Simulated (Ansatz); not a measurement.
## A computed optical spectrum

Method: Ansatz, r2SCAN, independent particles, without spin-orbit coupling, line width 0.1 eV (Gaussian); metals get a typed carrier damping. The response is along the first axis of the cell.

E (eV), Im ε and a bar:
```
     0.00       0.00 
     0.25       0.00 
     0.50       0.00 
     0.75       0.00 
     1.00       0.08 
     1.25       5.27 ######
     1.50      12.42 ###############
     1.75      18.67 #######################
     2.00      18.95 #######################
     2.25      14.89 ##################
     2.50      18.13 ######################
     2.75      24.36 ##############################
     3.00      20.96 ##########################
     3.25      15.74 ###################
     3.50      19.86 ########################
     3.75      17.56 ######################
     4.00      18.46 #######################
     4.25      14.69 ##################
     4.50      13.17 ################
     4.75      13.60 #################
     5.00      14.10 #################
     5.25      11.15 ##############
     5.50       8.88 ###########
     5.75       6.02 #######
     6.00       4.56 ######
     6.25       3.36 ####
     6.50       3.05 ####
     6.75       3.03 ####
     7.00       2.53 ###
     7.25       2.28 ###
     7.50       2.48 ###
     7.75       2.80 ###
     8.00       3.19 ####
     8.25       4.28 #####
     8.50       5.80 #######
     8.75       6.67 ########
     9.00       7.03 #########
     9.25       6.63 ########
     9.50       5.88 #######
     9.75       5.14 ######
    10.00       4.50 ######
```

All candidates were run at this level. Which one is shown?
A. Te2Mo (P6_3/mmc)
B. TePb (Fm-3m)
C. Bi2Te2PbS2 (R-3m)

A. Te2Mo (P6_3/mmc): least direct gap 1.13 eV, ε∞ = 19.06 along the first axis, strongest peak along the first axis at 2.75 eV. The others: Bi2Te2PbS2 (R-3m), least direct gap 0.58 eV, ε∞ = 18.64 along the first axis, strongest peak along the first axis at 2.64 eV; TePb (Fm-3m), least direct gap 1.02 eV, ε∞ = 23.43 along the first axis, strongest peak along the first axis at 2.21 eV.

[Logs are printed without paths, hosts, clocks, repeated set-up lines and the standing remarks that a program may print on its own settings, such as how far it seeks lower states.]
